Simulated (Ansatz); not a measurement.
## BiP (model cell, started as wurtzite): phonons and vibrational spectra

Task: relax BiP (model cell, started as wurtzite), then find its harmonic phonons.

Calculated with Ansatz 0.2.0; DFT PBE, scalar-relativistic, plane waves, PAW.

The structure was built from a prototype and need not be the compound's stable phase.

**1. Set-up**

It takes space group P6_3mc (No. 186, hexagonal). The conventional cell has a = 4.574 Å, b = 4.574 Å, c = 7.470 Å, α = 90.00°, β = 90.00°, γ = 120.00°. Nearest to Bi lie 4 P at 2.80 Å. Nearest to P lie 4 Bi at 2.80 Å. Farther neighbours are not listed.

**2. Relaxation**

Harmonic phonons are second derivatives at a point where the forces vanish, and they are wanted at zero stress, so atoms and cell are relaxed first.

input.yaml reads:

```yaml
crystal:
  lattice:
    - [4.57434, 0.0, 0.0]
    - [-2.28717, 3.9615, 0.0]
    - [0.0, 0.0, 7.4699]
  atoms:
    - { symbol: Bi, position: [0.333333, 0.666667, 0.0] }
    - { symbol: Bi, position: [0.666667, 0.333333, 0.5] }
    - { symbol: P, position: [0.333333, 0.666667, 0.375] }
    - { symbol: P, position: [0.666667, 0.333333, 0.875] }
kpoints:
  mp_grid: { grid: [9, 9, 4] }
hamiltonian:
  xc: pbe
scf:
  occupations: { method: gaussian, width: 0.02 }
output:
  forces: true
  stress: true
  eigenvalues: true
relax:
  adjacent_minimum: "off"
  f_tol: 0.005
  max_steps: 80
  cell: { stress_tol: 0.05 }
```

Run with:

```sh
$ ansatz run input.yaml --threads 4 --pin off --max-ram 7168MiB --backend cpu --events-out ev --progress --plain --runs-dir out
```

Numbers of over 12 decimals in the logs are rounded to 6 here.

The log of the run:

```text
Warning: the atoms were moved onto the symmetric positions of the space group found under crystal.symmetry.tolerance 1.0e-5 (fractional; no operation is sought that the atoms, as they stand in a round, miss by more than twice it, and no atom is moved by as much as it), and the run uses the moved positions. Before a round's move an operation carried an atom to 4.57e-6 Å from where it should land, the largest such dist [...]
Engine: ansatz 0.2.0, aarch64-unknown-linux-gnu
Pseudopotentials: kind: paw
Pseudopotential: Bi, paw, valence charge 15, recommended cutoff 420 eV (normal), Bi.paw.azcp
Pseudopotential: P, paw, valence charge 5, recommended cutoff 420 eV (normal), P.paw.azcp
Functional definition: PBE
  parameter kappa = 0.804
  parameter beta = 0.066725
  exchange = pbe_x(kappa = kappa, mu = beta*pi^2/3)
  correlation = pbe_c(beta = beta)
Crystal: 4 atoms, lattice volume = 135.364 Å³
Basis set: ecut = 420 eV, 2671 PW (Γ), exchange–correlation on 64×64×100 points (8 copies of the dense FFT grid, shifted against one another)
Bands: 24, of which v1, the nominal top of the filled ones, is band 20 counted from 1 (19 counted from 0)
Symmetry: 12 space group operations
Space group: P63mc (ITA 186), of the structure as read, at distance tolerance 5.1e-5 Å
k-points: 36 of 324 (time reversal used)
Non-local potential: Bi, projectors of the file, l = 0: 2, l = 1: 2, l = 2: 2, l = 3: 2
Non-local potential: P, projectors of the file, l = 0: 2, l = 1: 2, l = 2: 2
PAW form: soft (Blöchl's): semilocal exchange-correlation on the pseudo side does not see the compensation charge
PAW one-centre angular grid: Bi, 590 points (default); XC on 64 Gauss nodes
PAW one-centre angular grid: P, 110 points (default); XC on 64 Gauss nodes
Initial density: superposition of atomic densities (neutral atoms: chi_scale 0, normalization atom), corrected by the library's trained network
Initial wavefunctions: pseudopotential atomic-orbital guess
Functional: x = pbe(κ = 0.804, μ = 0.219515), c = pbe(β = 0.066725)
SCF iter   1: F=—  HF=-26303.461955 eV  |F-HF|=—  |Δ(HF+E_count)|=         —  Δρ=2.18e-3  dr2=1.36e-2  ethr=1.77e-3  ⟨swp⟩=7.3  Hψ=4398  notcnv=0
preconditioner: auto → Resta (q_TF=auto, 2.227 Å⁻¹)  ε∞=4.7  [insulator: Δε(μ)=0.404 eV  Ē_g=7.442 eV  σ=0.020 eV  W_gap=1.00  n_scr=22 (ndim 8)  ℏωp=14.3 eV  f_vac=0.043  D(μ)=0.00/eV (n_scr^D=0)  ε∞_Penn≈4.7]
SCF iter   2: F=—  HF=-26303.457163 eV  |F-HF|=—  |Δ(HF+E_count)|=   4.79e-3  Δρ=8.89e-4  dr2=1.79e-3  ethr=3.41e-5  ⟨swp⟩=3.6  Hψ=2127  notcnv=0
SCF iter   3: F=—  HF=-26303.457424 eV  |F-HF|=—  |Δ(HF+E_count)|=   2.61e-4  Δρ=3.62e-4  dr2=3.98e-4  ethr=4.48e-6  ⟨swp⟩=2.1  Hψ=1073  notcnv=0
SCF iter   4: F=—  HF=-26303.457633 eV  |F-HF|=—  |Δ(HF+E_count)|=   2.09e-4  Δρ=1.18e-4  dr2=3.33e-5  ethr=9.94e-7  ⟨swp⟩=2.0  Hψ=1224  notcnv=0
SCF iter   5: F=—  HF=-26303.457653 eV  |F-HF|=—  |Δ(HF+E_count)|=   1.96e-5  Δρ=4.62e-5  dr2=3.15e-6  ethr=8.31e-8  ⟨swp⟩=3.0  Hψ=1798  notcnv=0
SCF iter   6: F=—  HF=-26303.457662 eV  |F-HF|=—  |Δ(HF+E_count)|=   8.72e-6  Δρ=7.01e-6  dr2=1.10e-7  ethr=7.87e-9  ⟨swp⟩=2.0  Hψ=1230  notcnv=0
SCF iter   7: F=-26303.457662 eV  HF=-26303.457662 eV  |F-HF|=2.26e-8  |Δ(HF+E_count)|=   3.41e-7  Δρ=1.98e-6  dr2=1.01e-8  ethr=2.50e-10  ⟨swp⟩=7.2  Hψ=3865  notcnv=0
SCF 1 converged in 7 iterations: F = -26303.457662 eV  dr2 = 1.01e-8
  greatest PAW one-centre occupation: 0.988 electrons in one spin orbital (limit 2), on the Bi atom at site 1 (counted from 0), in its partial waves of l = 2
relax step   1: F+E_penalty+E_count = -26303.45766204 eV  Δ(F+E_penalty+E_count) = +0.000e0 eV  max|allowed force component| = 1.002e-1 eV/Å  Δτ_max = 0.0000 Å  P = +0.604 GPa  Ω = 135.364 Å³  (7 SCF iters, dr2 threshold 1.00e-7 eV, accepted)
Crystal: 4 atoms, lattice volume = 138.576 Å³
Basis set: ecut = 420 eV, 2707 PW (Γ), exchange–correlation on 64×64×100 points (8 copies of the dense FFT grid, shifted against one another)
Initial density: handed on by an earlier stage of this run
Initial wavefunctions: those handed on with the density
iter 1 solved again at ethr=8.01e-6 eV; its pass at ethr=3.10e-3 eV (dr2=3.20e-3 eV) is discarded
SCF iter   1: F=—  HF=-26303.473605 eV  |F-HF|=—  |Δ(HF+E_count)|=         —  Δρ=1.25e-3  dr2=3.25e-3  ethr=8.01e-6  ⟨swp⟩=2.7  Hψ=6251  notcnv=0
preconditioner: auto → Resta (q_TF=auto, 2.218 Å⁻¹)  ε∞=4.7  [insulator: Δε(μ)=0.284 eV  Ē_g=7.353 eV  σ=0.020 eV  W_gap=1.00  n_scr=22 (ndim 8)  ℏωp=14.1 eV  f_vac=0.060  D(μ)=0.00/eV (n_scr^D=0)  ε∞_Penn≈4.7]
SCF iter   2: F=—  HF=-26303.472912 eV  |F-HF|=—  |Δ(HF+E_count)|=   6.93e-4  Δρ=5.79e-4  dr2=4.74e-4  ethr=8.01e-6  ⟨swp⟩=2.4  Hψ=1292  notcnv=0
SCF iter   3: F=—  HF=-26303.472858 eV  |F-HF|=—  |Δ(HF+E_count)|=   5.40e-5  Δρ=1.97e-4  dr2=7.51e-5  ethr=1.18e-6  ⟨swp⟩=2.3  Hψ=1321  notcnv=0
SCF iter   4: F=—  HF=-26303.472853 eV  |F-HF|=—  |Δ(HF+E_count)|=   5.30e-6  Δρ=4.67e-5  dr2=6.28e-6  ethr=1.88e-7  ⟨swp⟩=2.3  Hψ=1265  notcnv=0
SCF iter   5: F=—  HF=-26303.472858 eV  |F-HF|=—  |Δ(HF+E_count)|=   5.22e-6  Δρ=1.73e-5  dr2=7.63e-7  ethr=1.57e-8  ⟨swp⟩=2.6  Hψ=1684  notcnv=0
SCF iter   6: F=-26303.472859 eV  HF=-26303.472859 eV  |F-HF|=8.16e-8  |Δ(HF+E_count)|=   8.91e-7  Δρ=4.47e-6  dr2=3.80e-8  ethr=1.00e-9  ⟨swp⟩=7.0  Hψ=3947  notcnv=0
SCF 2 converged in 6 iterations: F = -26303.472859 eV  dr2 = 3.80e-8
relax step   2: F+E_penalty+E_count = -26303.47285881 eV  Δ(F+E_penalty+E_count) = -1.520e-2 eV  max|allowed force component| = 5.930e-2 eV/Å  Δτ_max = 0.0021 Å  P = -0.436 GPa  Ω = 138.576 Å³  energy of the carried Pulay correction = -4.349e-4 eV  (6 SCF iters, dr2 threshold 4.00e-7 eV, accepted)
Crystal: 4 atoms, lattice volume = 139.515 Å³
Basis set: ecut = 420 eV, 2683 PW (Γ), exchange–correlation on 64×64×100 points (8 copies of the dense FFT grid, shifted against one another)
iter 1 solved again at ethr=5.90e-6 eV; its pass at ethr=3.10e-3 eV (dr2=2.36e-3 eV) is discarded
SCF iter   1: F=—  HF=-26303.497839 eV  |F-HF|=—  |Δ(HF+E_count)|=         —  Δρ=1.43e-3  dr2=2.42e-3  ethr=5.90e-6  ⟨swp⟩=3.0  Hψ=6496  notcnv=0
preconditioner: auto → Resta (q_TF=auto, 2.215 Å⁻¹)  ε∞=4.7  [insulator: Δε(μ)=0.206 eV  Ē_g=7.344 eV  σ=0.020 eV  W_gap=1.00  n_scr=22 (ndim 8)  ℏωp=14.1 eV  f_vac=0.067  D(μ)=0.00/eV (n_scr^D=0)  ε∞_Penn≈4.7]
SCF iter   2: F=—  HF=-26303.497516 eV  |F-HF|=—  |Δ(HF+E_count)|=   3.24e-4  Δρ=7.30e-4  dr2=5.04e-4  ethr=5.90e-6  ⟨swp⟩=2.3  Hψ=1595  notcnv=0
SCF iter   3: F=—  HF=-26303.497606 eV  |F-HF|=—  |Δ(HF+E_count)|=   9.07e-5  Δρ=1.57e-4  dr2=3.48e-5  ethr=1.26e-6  ⟨swp⟩=2.8  Hψ=1616  notcnv=0
SCF iter   4: F=—  HF=-26303.497618 eV  |F-HF|=—  |Δ(HF+E_count)|=   1.14e-5  Δρ=4.50e-5  dr2=5.70e-6  ethr=8.70e-8  ⟨swp⟩=2.1  Hψ=1153  notcnv=0
SCF iter   5: F=—  HF=-26303.497620 eV  |F-HF|=—  |Δ(HF+E_count)|=   2.66e-6  Δρ=1.68e-5  dr2=9.02e-7  ethr=1.42e-8  ⟨swp⟩=2.2  Hψ=1186  notcnv=0
SCF iter   6: F=-26303.497621 eV  HF=-26303.497621 eV  |F-HF|=8.32e-8  |Δ(HF+E_count)|=   9.58e-7  Δρ=4.08e-6  dr2=4.57e-8  ethr=1.00e-9  ⟨swp⟩=7.2  Hψ=4297  notcnv=0
SCF 3 converged in 6 iterations: F = -26303.497621 eV  dr2 = 4.57e-8
relax step   3: F+E_penalty+E_count = -26303.49762133 eV  Δ(F+E_penalty+E_count) = -2.476e-2 eV  max|allowed force component| = 7.202e-2 eV/Å  Δτ_max = 0.0235 Å  P = -0.792 GPa  Ω = 139.515 Å³  energy of the carried Pulay correction = -5.601e-4 eV  (6 SCF iters, dr2 threshold 4.00e-7 eV, accepted)
[...]
relax step   4: F+E_penalty+E_count = -26303.53072469 eV  Δ(F+E_penalty+E_count) = -3.310e-2 eV  max|allowed force component| = 1.005e-1 eV/Å  Δτ_max = 0.0267 Å  P = -1.075 GPa  Ω = 139.830 Å³  energy of the carried Pulay correction = -6.020e-4 eV  (6 SCF iters, dr2 threshold 4.00e-7 eV, accepted)
[...]
relax step   5: F+E_penalty+E_count = -26303.56652707 eV  Δ(F+E_penalty+E_count) = -3.580e-2 eV  max|allowed force component| = 1.227e-1 eV/Å  Δτ_max = 0.0280 Å  P = -1.251 GPa  Ω = 139.434 Å³  energy of the carried Pulay correction = -5.493e-4 eV  (6 SCF iters, dr2 threshold 4.00e-7 eV, accepted)
[...]
relax step   6: F+E_penalty+E_count = -26303.65074708 eV  Δ(F+E_penalty+E_count) = -8.422e-2 eV  max|allowed force component| = 1.684e-1 eV/Å  Δτ_max = 0.0639 Å  P = -0.744 GPa  Ω = 134.930 Å³  energy of the carried Pulay correction = +5.957e-5 eV  (6 SCF iters, dr2 threshold 4.00e-7 eV, accepted)
[...]
relax step   7: F+E_penalty+E_count = -26303.68708933 eV  Δ(F+E_penalty+E_count) = -3.634e-2 eV  max|allowed force component| = 2.496e-1 eV/Å  Δτ_max = 0.0731 Å  P = +0.275 GPa  Ω = 128.821 Å³  energy of the carried Pulay correction = +9.186e-4 eV  (6 SCF iters, dr2 threshold 4.00e-7 eV, accepted)
[...]
relax step   8: F+E_penalty+E_count = -26303.69836178 eV  Δ(F+E_penalty+E_count) = -1.127e-2 eV  max|allowed force component| = 7.628e-2 eV/Å  Δτ_max = 0.0522 Å  P = -0.122 GPa  Ω = 127.777 Å³  energy of the carried Pulay correction = +1.069e-3 eV  (6 SCF iters, dr2 threshold 4.00e-7 eV, accepted)
[...]
relax step   9: F+E_penalty+E_count = -26303.70107931 eV  Δ(F+E_penalty+E_count) = -2.718e-3 eV  max|allowed force component| = 2.572e-3 eV/Å  Δτ_max = 0.0258 Å  P = +0.009 GPa  Ω = 128.414 Å³  energy of the carried Pulay correction = +9.774e-4 eV  (5 SCF iters, dr2 threshold 3.64e-7 eV, accepted)
Basis set: ecut = 420 eV, 2499 PW (Γ), exchange–correlation on 72×72×90 points (8 copies of the dense FFT grid, shifted against one another)
Initial wavefunctions: pseudopotential atomic-orbital guess (no wavefunctions were taken with the density)
iter 1 solved again at ethr=3.29e-7 eV; its pass at ethr=3.10e-3 eV (dr2=1.32e-4 eV) is discarded
SCF iter   1: F=—  HF=-26303.691819 eV  |F-HF|=—  |Δ(HF+E_count)|=         —  Δρ=6.00e-4  dr2=1.59e-5  ethr=3.29e-7  ⟨swp⟩=4.7  Hψ=7503  notcnv=0
preconditioner: auto → Resta (q_TF=auto, 2.246 Å⁻¹)  ε∞=4.8  [insulator: Δε(μ)=0.206 eV  Ē_g=7.562 eV  σ=0.020 eV  W_gap=1.00  n_scr=22 (ndim 8)  ℏωp=14.7 eV  f_vac=0.086  D(μ)=0.00/eV (n_scr^D=0)  ε∞_Penn≈4.8]
SCF iter   2: F=—  HF=-26303.699407 eV  |F-HF|=—  |Δ(HF+E_count)|=   7.59e-3  Δρ=3.03e-4  dr2=3.51e-6  ethr=3.98e-8  ⟨swp⟩=2.0  Hψ=1264  notcnv=0
SCF iter   3: F=—  HF=-26303.702185 eV  |F-HF|=—  |Δ(HF+E_count)|=   2.78e-3  Δρ=6.30e-5  dr2=4.52e-7  ethr=8.77e-9  ⟨swp⟩=2.3  Hψ=1253  notcnv=0
SCF iter   4: F=—  HF=-26303.702307 eV  |F-HF|=—  |Δ(HF+E_count)|=   1.22e-4  Δρ=7.98e-6  dr2=1.09e-7  ethr=1.13e-9  ⟨swp⟩=2.2  Hψ=1273  notcnv=0
SCF iter   5: F=—  HF=-26303.702309 eV  |F-HF|=—  |Δ(HF+E_count)|=   1.27e-6  Δρ=2.18e-6  dr2=2.15e-8  ethr=2.73e-10  ⟨swp⟩=2.1  Hψ=1134  notcnv=0
SCF iter   6: F=—  HF=-26303.702309 eV  |F-HF|=—  |Δ(HF+E_count)|=   2.34e-8  Δρ=7.03e-7  dr2=2.17e-9  ethr=5.38e-11  ⟨swp⟩=2.1  Hψ=1252  notcnv=0
SCF iter   7: F=-26303.702309 eV  HF=-26303.702309 eV  |F-HF|=4.00e-11  |Δ(HF+E_count)|=   2.58e-9  Δρ=7.97e-8  dr2=8.32e-12  ethr=1.00e-12  ⟨swp⟩=5.8  Hψ=5084  notcnv=0
SCF 10 converged in 7 iterations: F = -26303.702309 eV  dr2 = 8.32e-12
relax step  10: F+E_penalty+E_count = -26303.70230862 eV  Δ(F+E_penalty+E_count) = -1.229e-3 eV  max|allowed force component| = 2.724e-3 eV/Å  Δτ_max = 0.0000 Å  P = +0.028 GPa  Ω = 128.414 Å³  stress off target by 4.06e-2 GPa  SCF on the basis re-selected at this cell (its energy is not comparable with the rows above)  (7 SCF iters)
basis re-selected at this cell: Δ(F+E_penalty+E_count) = -1.229e-3 eV, ΔP = +0.019 GPa vs the last step (what re-selecting the basis moved, of the pressure what is left beyond the Pulay correction that the steps carried, after the strain that the cell walked since its last selection, with what the two solves' SCF thresholds leave and, on support functions, any second-order correction that the steps lacked; it is no measure of the basis error at this ecutwfc). The dense FFT grid was sized anew with the basis: this SCF ran on 36×36×45 points, the steps before it on 32×32×50, so part of this shift can come from that change (see relax.cell in the input reference). [rest of the remark cut]
SCF converged after 7 iterations
Free energy (F): -26303.702309 eV
Harris-Foulkes:  -26303.702309 eV  (|F-HF|=4.00e-11)
Internal energy: -26303.702309 eV  (E = F + TS)
E sigma→0 (E₀):  -26303.702309 eV
Fermi energy:    7.233188 eV
--- Per-component energies (eV) ---
  E_band       = -295.198653
  E_kinetic    = 738.938826
  E_local      = -3744.290141  (includes V_loc(G=0)·N_el)
  E_nonlocal   = 1189.439529
  E_hartree    = 1257.181097
  E_xc         = -423.657683
  E_vxc        = -407.151127  (∫ρ·V_xc dr)
  E_paw        = -22464.220830  (= ΣΔE_a)
  E_vpaw       = -586.496983  (= ΣTr[D̂ρ^β])
  E_aug_tail   = -0.000864  (compensation charges beyond the density's cutoff)
  E_ewald      = -2857.092244
  E_smearing   = -0.000000  (= −TS)
  E_closure    = -0.000000  (closes the sum)
  Σ components = -26303.702309   (vs F -26303.702309, Δ=0.00e0)
--- Forces (eV/Å), atoms counted from 1 ---
  atom   1  Bi     0.00000000     0.00000000    -0.00272408
  atom   2  Bi     0.00000000    -0.00000000    -0.00272408
  atom   3  P     -0.00000000     0.00000000     0.00272428
  atom   4  P     -0.00000000    -0.00000000     0.00272428
  max |Σ_I F_I| component: 3.97e-7 eV/Å
--- Stress (GPa, compression-positive) ---
        0.040592      -0.000000       0.000000
       -0.000000       0.040592       0.000000
        0.000000       0.000000       0.002953
  P = ⅓ Tr σ = 0.0280 GPa (0.280 kbar)
--- Band table (eV; the first three rows and the last of 36) ---
  k-point 0: bands = [... 16 lower, 3.5541, 5.2508, 5.2765, 5.2765, 7.3386, 7.3386, 9.4315, 9.4315]
  k-point 1: bands = [... 16 lower, 3.7459, 4.9309, 4.9309, 5.9358, 7.5769, 7.5769, 8.6710, 8.9843]
  k-point 2: bands = [... 16 lower, 4.2704, 4.2704, 4.9803, 4.9803, 8.1909, 8.1909, 8.1909, 8.1909]
  k-point 35: bands = [... 16 lower, 5.2654, 5.2654, 6.7683, 6.7683, 7.9497, 7.9497, 8.5755, 8.5755]
--- Relaxed structure (9 steps of the walk, 9 accepted, 1 SCFs on fresh bases) ---
  F+E_penalty+E_count = -26303.70230862 eV   max|allowed force component| = 2.724e-3 eV/Å   (the final SCF, on the basis selected at the relaxed cell)
  cell:  # Å, volume = 128.4136 Å³
    - [4.901392, 0, -2.5957582786521074e-17]
    - [-2.450696, 4.244730, 1.2978791393260538e-17]
    - [-4.238871981897402e-17, 0, 6.172222]
  atoms:
    - { symbol: Bi, position: [0.333333, 0.666667, -0.032066] }
    - { symbol: Bi, position: [0.666667, 0.333333, 0.467934] }
    - { symbol: P, position: [0.333333, 0.666667, 0.407066] }
    - { symbol: P, position: [0.666667, 0.333333, 0.907066] }
```

Elapsed: 42 s, on 4 threads of Arm Neoverse V1, shared host; peak memory 0.46 GiB.

Relaxation path:

```
step  energy less that of the first step (eV)  largest force component (eV/Å)  pressure (GPa)  volume (Å³)
   1                                   0.0000                          0.1002            0.60       135.36
   2                                  -0.0152                          0.0593           -0.44       138.58
   3                                  -0.0400                          0.0720           -0.79       139.51
   4                                  -0.0731                          0.1005           -1.08       139.83
   5                                  -0.1089                          0.1227           -1.25       139.43
   6                                  -0.1931                          0.1684           -0.74       134.93
   7                                  -0.2294                          0.2496            0.28       128.82
   8                                  -0.2407                          0.0763           -0.12       127.78
   9                                  -0.2434                          0.0026            0.01       128.41
 10*                                  -0.2446                          0.0027            0.03       128.41
```

Relaxation steps marked * repeat the geometry before them on a plane-wave basis chosen anew for their cell, so energy and pressure can jump there.

Forces are held to the 12 operations that the run works with; a distortion that breaks them can't arise in this run.

```
     cell as run  before  after   change
           a (Å)   4.574  4.901   +7.1 %
           b (Å)   4.574  4.901   +7.1 %
           c (Å)   7.470  6.172  -17.4 %
volume (Å³/atom)   33.84  32.10   -5.1 %
```

The atoms that moved most (Å, as changes of fractional coordinates times the final cell):

```
atom     dx     dy      dz  length
  P3  0.000  0.000   0.198   0.198
 Bi2  0.000  0.000  -0.198   0.198
 Bi1  0.000  0.000  -0.198   0.198
  P4  0.000  0.000   0.198   0.198
```

Final coordinates:

```xyz
4
Lattice="4.9014 0.0000 0.0000 -2.4507 4.2447 0.0000 0.0000 0.0000 6.1722" Properties=species:S:1:pos:R:3 pbc="T T T"
Bi    0.0000    2.8298   -0.1979
Bi    2.4507    1.4149    2.8882
P     0.0000    2.8298    2.5125
P     2.4507    1.4149    5.5986
```

Numbers from this step:

```yaml
pressure: 0.02805 GPa
gap_on_the_k_mesh: 0.2051 eV
volume_per_atom: 32.10 Å³
direct_gap_on_mesh: 1.019 eV
```

In this step the volume went from 33.84 to 32.10 Å³/atom.

**3. Relaxing to small forces for the phonons**

Phonons need a cell at rest on their own settings, so the relaxation is repeated with tight tolerances on forces and stress, using the mesh and the filling of the phonon run that follows.

input.yaml reads:

```yaml
crystal:
  lattice:
    - [4.9013918016, 0.0, 0.0]
    - [-2.4506959008, 4.2447298141, 0.0]
    - [0.0, 0.0, 6.1722223273]
  atoms:
    - { symbol: Bi, position: [0.3333333333, 0.6666666667, -0.032065827] }
    - { symbol: Bi, position: [0.6666666667, 0.3333333333, 0.467934173] }
    - { symbol: P, position: [0.3333333333, 0.6666666667, 0.407065827] }
    - { symbol: P, position: [0.6666666667, 0.3333333333, 0.907065827] }
kpoints:
  mp_grid: { grid: [10, 10, 4] }
hamiltonian:
  xc: pbe
scf:
  occupations: { method: gaussian, width: 0.02 }
output:
  forces: true
  stress: true
  eigenvalues: true
relax:
  adjacent_minimum: "off"
  f_tol: 0.001
  max_steps: 60
  cell: { stress_tol: 0.01 }
```

The log of the run:

```text
[...]
Crystal: 4 atoms, lattice volume = 128.414 Å³
Basis set: ecut = 420 eV, 2499 PW (Γ), exchange–correlation on 72×72×90 points (8 copies of the dense FFT grid, shifted against one another)
Bands: 24, of which v1, the nominal top of the filled ones, is band 20 counted from 1 (19 counted from 0)
Symmetry: 12 space group operations
[...]
k-points: 42 of 400 (time reversal used)
[...]
--- Relaxed structure (3 steps of the walk, 3 accepted, 1 SCFs on fresh bases) ---
[...]
cell:  # Å, volume = 128.4453 Å³
    - [4.903006, 0.0, 0]
    - [-2.451503, 4.246128, 0]
    - [0, 0, 6.169679]
  atoms:
    - { symbol: Bi, position: [0.333333, 0.666667, -0.032210] }
    - { symbol: Bi, position: [0.666667, 0.333333, 0.467790] }
    - { symbol: P, position: [0.333333, 0.666667, 0.407210] }
    - { symbol: P, position: [0.666667, 0.333333, 0.907210] }
[key lines of the parts left out:]
SCF converged after 7 iterations
Free energy (F): -26303.702482 eV
Fermi energy:    7.232523 eV
P = ⅓ Tr σ = -0.0009 GPa (-0.009 kbar)
```

Wall time 19 s (4 threads); peak memory 0.47 GiB; 69 s of CPU time.

Little changed from the start: no atom moved by 0.005 Å and no cell edge by 0.1 %.

Numbers from this step:

```
pressure           : -8.97e-4 GPa
gap on the k-mesh  : 0.1914 eV
volume per atom    : 32.11 Å³
direct gap on mesh : 1.022 eV
```

The largest force component left is 0.59 meV/Å and the pressure is -0.001 GPa, within the tolerances set. The cell now holds 32.11 Å³/atom.

(Continued in part 2 of 2.)

[Logs are printed without paths, hosts, clocks, repeated set-up lines and the standing remarks that a program may print on its own settings, such as how far it seeks lower states.]

[Hosts, paths, dates, database ids (printed as entryN), source tags and the programs' standing remarks are cut or masked in the printed files.]
